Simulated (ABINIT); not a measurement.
# GaN (P6_3mc): refractive index against wavelength

The refractive index of GaN (P6_3mc) along x below the direct gap (2.01 eV on the mesh) is read from one computed spectrum, n = √(Re ε). x, y and z are the Cartesian axes of the input cell.

Symmetry: P6_3mc, No. 186, hexagonal system. The conventional cell has a = 3.180 Å, b = 3.180 Å, c = 5.166 Å, α = 90.00°, β = 90.00°, γ = 120.00°. Around Ga on site b lie 4 N at 1.94 to 1.95 Å. N on site b has 4 Ga at 1.94 to 1.95 Å as nearest neighbours.

Method: ABINIT 10.8.3, PBE, independent particles, k-mesh 11×11×6, Lorentzian half width 0.05 eV.

Launch of the response step: `optic optic.abi`. The run took 1.9 min, its band step included, on 4 threads of INTEL(R) XEON(R) PLATINUM 8581C CPU @ 2.10GHz (Emerald Rapids), with other jobs on the host.

| wavelength (nm) | photon energy E (eV) | n |
| --- | --- | --- |
| 3000 | 0.413 | 2.4057 |
| 2000 | 0.620 | 2.4122 |
| 1550 | 0.800 | ? |
| 1310 | 0.946 | 2.4288 |
| 1064 | 1.165 | 2.4455 |

In the single-oscillator model n² − 1 = E₀E_d/(E₀² − E²), so 1/(n² − 1) = E₀/E_d − E²/(E₀E_d) is linear in E².

Working, on the rows shown:

| x = E² (eV²) | y = 1/(n² − 1) |
| --- | --- |
| 0.170801 | 0.208882 |
| 0.384302 | 0.207524 |
| 0.895757 | 0.20412 |
| 1.35784 | 0.200784 |

Means: x̄ = 0.70218, ȳ = 0.20533. Σ(x − x̄)(y − ȳ) = -0.0058, Σ(x − x̄)² = 0.8508. Slope = -0.0058 / 0.8508 = -0.006817; intercept = ȳ − slope · x̄ = 0.21011. Turned back into n, the line misses the rows shown by at most 0.00055.

Task: Fill in the last column of the withheld row.

Result: At x = 0.63984 the line gives y = 0.20575, that is 2.4208. The run gave 2.4203, so the interpolation is off by 0.00049, 1.2 % of the range in the table.

Refitted with all rows, the slope is -0.006823 and the intercept 0.21014. These give E₀ = √(intercept/−slope) = 5.55 eV and E_d = E₀/intercept = 26.4 eV; E₀ is 2.8 times the direct gap. The electronic limit at long wavelengths, without lattice vibrations, is n = √(1 + 1/intercept) = 2.400. The cell comes from an older database entry, whose edges can be off by a per cent or so. Excitons are left out and so are local fields; PBE gaps are as a rule too small. The values come from a sum over the points of one k-mesh and carry its error, which grows as the direct gap shrinks. Spin-orbit coupling is left out.
